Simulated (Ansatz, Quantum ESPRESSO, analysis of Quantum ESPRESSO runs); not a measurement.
## Interstitial H in fcc Al, hop from a tetrahedral to the next octahedral site: migration barrier against experiment (Quantum ESPRESSO)

Aim: the migration barrier of interstitial H in fcc Al, hop from a tetrahedral to the next octahedral site, to be set beside the measurement. Set-up: PBE, PseudoDojo 0.4.1 SR PBE standard, 32-site cell, PBE lattice, k: 3x3x3, start relaxed with Ansatz. The model is a cell of 32 host atoms with 1 H put in. The barrier is the energy of the highest image of a climbing band over the relaxed site that the atom leaves. Other potentials or another program check that the number doesn't hang on one set of files.

Measured beforehand: Migration barrier: 0.452 eV, by diffusion measurements (T > 250 K); average of cited values (quoted in “Explainable Machine Learning for Hydrogen Diffusion in Metals and Random Binary Alloys”, 2023, G. M. Lu et al., quoting earlier work (1981)). The runs below try to reproduce this.

Calculated with Quantum ESPRESSO 7.5; Quantum ESPRESSO plane-wave DFT, PBE, PseudoDojo 0.4.1 SR PBE standard potentials; relaxation of all atoms of a defect supercell.

Most raw output is cut from this account.

## (1) Set-up

The cell holds 33 atoms: 32 Al and 1 H. Cell: a = 8.072 Å, b = 8.072 Å, c = 8.072 Å, α = 90.0°, β = 90.0°, γ = 90.0°. It derives from Al (space group Fm-3m). Nearest the centre at fractional (0.375, 0.375, 0.375): H33 at 0.00 Å, Al29 at 1.88 Å, Al11 at 1.88 Å, Al8 at 1.88 Å, Al18 at 1.88 Å, Al13 at 3.34 Å, Al4 at 3.34 Å, Al15 at 3.34 Å.

The host's primitive cell comes from a first run (Quantum ESPRESSO plane-wave DFT, PBE, PseudoDojo 0.4.1 SR PBE standard potentials; relaxation of cell and atoms of a defect-free cell): vectors of 2.854, 2.854 and 2.854 Å. That is 16.44 Å³ an atom, 1.0 % under the diffraction cell's volume. The supercell is built on it.

This program's steps are dear, so the start below was first relaxed with Ansatz (plane-wave PAW DFT, PBE; 17 s).

## (2) Relaxation, charge 0

A barrier counts from a true minimum, so both ends of the jump are relaxed first.

pw.in

```
&CONTROL
  calculation = 'relax'
  prefix = 'pwscf'
  outdir = './tmp'
  pseudo_dir = './pseudo'
  tprnfor = .true.
  disk_io = 'low'
  nstep = 70
  forc_conv_thr = 0.00078
  etot_conv_thr = 0.0001
/
&SYSTEM
  ibrav = 0
  nat = 33
  ntyp = 2
  ecutwfc = 72
  nbnd = 63
  occupations = 'smearing'
  smearing = 'mv'
  degauss = 0.00734986
/
&ELECTRONS
  conv_thr = 3d-08
  electron_maxstep = 100
  mixing_beta = 0.5
/
&IONS
  ion_dynamics = 'bfgs'
/
ATOMIC_SPECIES
Al    26.9815 Al.upf
H      1.0080 H.upf
CELL_PARAMETERS angstrom
   8.0724432688    0.0000000000    0.0000000000
   0.0000000000    8.0724432688    0.0000000000
   0.0000000000    0.0000000000    8.0724432688
ATOMIC_POSITIONS crystal
Al     0.0004603290    0.0004603290    0.0004603290
Al     0.0009132389    0.2505057178    0.2505057178
Al     0.2505057178    0.0009132389    0.2505057178
Al     0.2505057178    0.2505057178    0.0009132389
Al    -0.0021767983   -0.0021767983    0.5003870506
Al    -0.0021767983    0.2496129494    0.7521767983
Al     0.2496129494   -0.0021767983    0.7521767983
Al     0.2408671667    0.2408671667    0.5091328333
[... 21 atom lines left out ...]
Al     0.5003870506    0.7521767983    0.7521767983
Al     0.7521767983    0.5003870506    0.7521767983
Al     0.7521767983    0.7521767983    0.5003870506
H      0.3750000000    0.3750000000    0.3750000000
K_POINTS automatic
3 3 3 0 0 0
```

The run is started by

```console
$ OMP_NUM_THREADS=1 mpirun -n 4 pw.x -nk 4 -in pw.in > pw.out
```

The job ended after 2.8 min (4 MPI ranks of Arm Neoverse N1, shared host; peak memory 3.3 GiB).

Hardly anything moved in the relaxation; the energy changed by under 0.2 meV an atom.

Neighbours of H33 at the end:

```csv
atom,distance (Å)
Al29,1.875
Al18,1.875
Al8,1.875
Al11,1.875
Al22,3.338
Al16,3.338
Al24,3.338
Al27,3.338
Al26,3.338
Al15,3.338
Al21,3.338
Al13,3.338
Al2,3.338
Al4,3.338
Al25,3.338
Al3,3.338
```

## (3) Relaxation, charge 0

The other end of the jump is relaxed alike.

pw.in

```
&CONTROL
  calculation = 'relax'
  prefix = 'pwscf'
  outdir = './tmp'
  pseudo_dir = './pseudo'
  tprnfor = .true.
  disk_io = 'low'
  nstep = 70
  forc_conv_thr = 0.00078
  etot_conv_thr = 0.0001
/
&SYSTEM
  ibrav = 0
  nat = 33
  ntyp = 2
  ecutwfc = 72
  nbnd = 63
  occupations = 'smearing'
  smearing = 'mv'
  degauss = 0.00734986
/
&ELECTRONS
  conv_thr = 3d-08
  electron_maxstep = 100
  mixing_beta = 0.5
/
&IONS
  ion_dynamics = 'bfgs'
/
ATOMIC_SPECIES
Al    26.9815 Al.upf
H      1.0080 H.upf
CELL_PARAMETERS angstrom
   8.0724432688    0.0000000000    0.0000000000
   0.0000000000    8.0724432688    0.0000000000
   0.0000000000    0.0000000000    8.0724432688
ATOMIC_POSITIONS crystal
Al     0.0003394240    0.0003394240    0.0003394240
Al    -0.0058637242    0.2500000000    0.2500000000
[... 5 atom lines left out ...]
Al     0.2500000000    0.2500000000    0.5058637242
[... 2 atom lines left out ...]
Al     0.2500000000    0.5058637242    0.2500000000
[... 1 atom line left out ...]
Al     0.0003394240    0.4996605760    0.4996605760
[... 4 atom lines left out ...]
Al     0.5058637242    0.2500000000    0.2500000000
[... 2 atom lines left out ...]
Al     0.4996605760    0.0003394240    0.4996605760
Al     0.5012851490    0.2500000000    0.7500000000
[... 1 atom line left out ...]
Al     0.7500000000    0.2500000000    0.5012851490
Al     0.4996605760    0.4996605760    0.0003394240
Al     0.5012851490    0.7500000000    0.2500000000
Al     0.7500000000    0.5012851490    0.2500000000
[... 1 atom line left out ...]
Al     0.4996605760    0.4996605760    0.4996605760
[... 3 atom lines left out ...]
H      0.2500000000    0.2500000000    0.2500000000
K_POINTS automatic
3 3 3 0 0 0
```

Wall time 2.8 min (4 MPI ranks); peak memory 3.2 GiB; 11 min of CPU time.

Hardly anything moved in the relaxation; the energy changed by under 0.2 meV an atom.

Neighbours of H33 at the end:

```csv
atom,distance (Å)
Al2,2.065
Al4,2.065
Al3,2.065
Al11,2.065
Al18,2.065
Al8,2.065
Al9,3.491
Al13,3.491
Al21,3.491
Al17,3.491
Al29,3.491
Al25,3.491
Al5,3.491
Al1,3.491
```

## (4) Nudged elastic band

A band of images joins the two ends; its highest image climbs to the saddle, whose energy over the site left is the barrier.

This step: Quantum ESPRESSO plane-wave DFT, PBE, PseudoDojo 0.4.1 SR PBE standard potentials; nudged elastic band between two relaxed defect structures.

neb.in

```
BEGIN
BEGIN_PATH_INPUT
&PATH
  restart_mode = 'from_scratch'
  string_method = 'neb'
  nstep_path = 45
  ds = 1.5
  opt_scheme = 'broyden'
  num_of_images = 5
  k_max = 0.3
  k_min = 0.2
  CI_scheme = 'auto'
  path_thr = 0.05
/
END_PATH_INPUT
BEGIN_ENGINE_INPUT
&CONTROL
  prefix = 'pwscf'
  outdir = './tmp'
  pseudo_dir = './pseudo'
  disk_io = 'low'
/
&SYSTEM
  ibrav = 0
  nat = 33
  ntyp = 2
  ecutwfc = 72
  nbnd = 63
  occupations = 'smearing'
  smearing = 'mv'
  degauss = 0.00734986
/
&ELECTRONS
  conv_thr = 3d-08
  electron_maxstep = 100
  mixing_beta = 0.5
/
ATOMIC_SPECIES
Al    26.9815 Al.upf
H      1.0080 H.upf
CELL_PARAMETERS angstrom
   8.0724432688    0.0000000000    0.0000000000
   0.0000000000    8.0724432688    0.0000000000
   0.0000000000    0.0000000000    8.0724432688
BEGIN_POSITIONS
FIRST_IMAGE
ATOMIC_POSITIONS crystal
Al     0.0004603290    0.0004603290    0.0004603290
Al     0.0009132389    0.2505057178    0.2505057178
Al     0.2505057178    0.0009132389    0.2505057178
Al     0.2505057178    0.2505057178    0.0009132389
Al    -0.0021767983   -0.0021767983    0.5003870506
Al    -0.0021767983    0.2496129494    0.7521767983
Al     0.2496129494   -0.0021767983    0.7521767983
Al     0.2408671667    0.2408671667    0.5091328333
Al    -0.0021767983    0.5003870506   -0.0021767983
Al    -0.0021767983    0.7521767983    0.2496129494
Al     0.2408671667    0.5091328333    0.2408671667
Al     0.2496129494    0.7521767983   -0.0021767983
Al     0.0009132389    0.4994942822    0.4994942822
Al     0.0004603290    0.7495396710    0.7495396710
Al     0.2505057178    0.4994942822    0.7490867611
Al     0.2505057178    0.7490867611    0.4994942822
Al     0.5003870506   -0.0021767983   -0.0021767983
Al     0.5091328333    0.2408671667    0.2408671667
Al     0.7521767983   -0.0021767983    0.2496129494
Al     0.7521767983    0.2496129494   -0.0021767983
Al     0.4994942822    0.0009132389    0.4994942822
Al     0.4994942822    0.2505057178    0.7490867611
Al     0.7495396710    0.0004603290    0.7495396710
Al     0.7490867611    0.2505057178    0.4994942822
Al     0.4994942822    0.4994942822    0.0009132389
Al     0.4994942822    0.7490867611    0.2505057178
Al     0.7490867611    0.4994942822    0.2505057178
Al     0.7495396710    0.7495396710    0.0004603290
Al     0.5091328333    0.5091328333    0.5091328333
Al     0.5003870506    0.7521767983    0.7521767983
Al     0.7521767983    0.5003870506    0.7521767983
Al     0.7521767983    0.7521767983    0.5003870506
H      0.3750000000    0.3750000000    0.3750000000
LAST_IMAGE
ATOMIC_POSITIONS crystal
Al     0.0004576396    0.0004576396    0.0004576396
Al    -0.0057455086    0.2501182156    0.2501182156
[... 5 atom lines left out ...]
Al     0.2501182156    0.2501182156    0.5059819398
[... 2 atom lines left out ...]
Al     0.2501182156    0.5059819398    0.2501182156
[... 3 atom lines left out ...]
Al     0.2501182156    0.5014033646    0.7501182156
Al     0.2501182156    0.7501182156    0.5014033646
[... 1 atom line left out ...]
Al     0.5059819398    0.2501182156    0.2501182156
[... 2 atom lines left out ...]
Al     0.4997787916    0.0004576396    0.4997787916
Al     0.5014033646    0.2501182156    0.7501182156
[... 1 atom line left out ...]
Al     0.7501182156    0.2501182156    0.5014033646
[... 1 atom line left out ...]
Al     0.5014033646    0.7501182156    0.2501182156
Al     0.7501182156    0.5014033646    0.2501182156
[... 1 atom line left out ...]
Al     0.4997787916    0.4997787916    0.4997787916
[... 3 atom lines left out ...]
H      0.2501182156    0.2501182156    0.2501182156
END_POSITIONS
K_POINTS automatic
3 3 3 0 0 0
END_ENGINE_INPUT
END
```

The run is started by

```console
$ OMP_NUM_THREADS=1 mpirun -n 4 neb.x -ni 2 -inp neb.in > neb.out
```

It took 1.6 h on 4 MPI ranks; peak memory 2.1 GiB; 6.2 h of CPU time.

Images along the path:

```csv
image,path (Å),energy (eV),"H33: x, y, z (Å)"
0,0.000,0.0000,"3.027, 3.027, 3.027"
1,0.487,0.1169,"2.752, 2.752, 2.752"
2,0.890,0.1799,"2.523, 2.523, 2.523"
3,1.318,0.1305,"2.284, 2.284, 2.284"
4,1.786,0.0875,"2.019, 2.019, 2.019"
```

Read from the output:

```yaml
barrier_forward: 0.1799 eV
```

## (5) Outcome

```json
{
 "migration barrier (saddle less minimum)": "0.18 eV",
 "energy difference of the two ends": "0.09 eV",
 "length of the hop": "1.75 Å"
}
```

Migration barrier: computed 0.18 eV, measured 0.452 eV; 0.27 eV below the measurement. The measured number is an Arrhenius activation energy of long-range diffusion; for H it holds zero-point energy, and trapping at vacancies and dislocations can raise it. One hop between neighbouring sites is computed at the host's lattice. Limits: the periodic copies of the defect are only 8.1 Å apart.

[Logs are printed without paths, hosts, clocks, repeated set-up lines and the standing remarks that a program may print on its own settings, such as how far it seeks lower states.]

[Hosts, paths, dates, database ids (printed as entryN), source tags and the programs' standing remarks are cut or masked in the printed files.]

[For some hosts the program warned that the k-mesh of the response run may be too coarse for force constants and the static dielectric constant; such warnings are not shown here.]
